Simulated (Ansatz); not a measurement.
Consider Si2MoN4 (MoSi2N4-type monolayer).

The cell holds 7 atoms: 1 Mo, 4 N and 2 Si. Cell: a = 2.890 Å, b = 2.890 Å, c = 37.100 Å, α = 90.0°, β = 90.0°, γ = 120.0°. Vacuum lies along c.

```xyz
7
Lattice="2.8899 0.0000 0.0000 -1.4449 2.5027 0.0000 0.0000 0.0000 37.1000" Properties=species:S:1:pos:R:3
Mo    0.0000    0.0000   18.5500
N     0.0000    1.6685   19.7854
N     0.0000    1.6685   17.3146
Si    0.0000    1.6685   21.5255
Si    0.0000    1.6685   15.5745
N     1.4449    0.8342   22.0341
N     1.4449    0.8342   15.0659
```

The structure was relaxed with PBEsol. The runs that relaxed it are not among those shown. PAW set soft_2, made with PBE.

Gaps computed with Ansatz 0.2.0 without a self-energy: PBEsol 1.73 eV, PBEsol+SOC 1.73 eV and HSE06 2.29 eV.

Q: Estimate the G0W0@PBEsol gap with 9×9×1 mesh, 702 empty bands, screening to 110 eV, default PAW files.

About 2.65 eV: on its mesh the run moves the gap from 1.73 eV by +0.93 eV. Among the scalar-relativistic levels given, HSE06 is nearest (−0.36 eV). Bands and cutoff are finite, so the gap stands short of the basis limit, usually by up to a few tenths of an eV; the mesh is an error of its own. The many-body steps are scalar-relativistic: spin-orbit coupling is not in them.

[Long decimals in the printed logs are rounded to 6 places.]

[Logs are printed without paths, hosts, clocks, repeated set-up lines and the standing remarks that a program may print on its own settings, such as how far it seeks lower states.]

[Paths, hosts, dates, memory and timing lines, banners, echoed tables and standing remarks are left out of the program output; an Ansatz launch command may be rebuilt from the run's recorded settings. Measured values are a selection of at most five: reports struck by readers or far from the other reports are left out. None is set beside runs whose start may be inverted or whose files or cutoffs have a known fault.]

[Runs of the session that timed out or met a known fault of the program may be left out.]

[Cells called generated may have been cut or substituted from an entry of the Crystallography Open Database or the Materials Project.]

[Hosts, paths, dates, database ids (printed as entryN), source tags and the programs' standing remarks are cut or masked in the printed files.]

[Where the starting crystal was built by hand or by swapping elements, it need not be the compound's stable phase.]
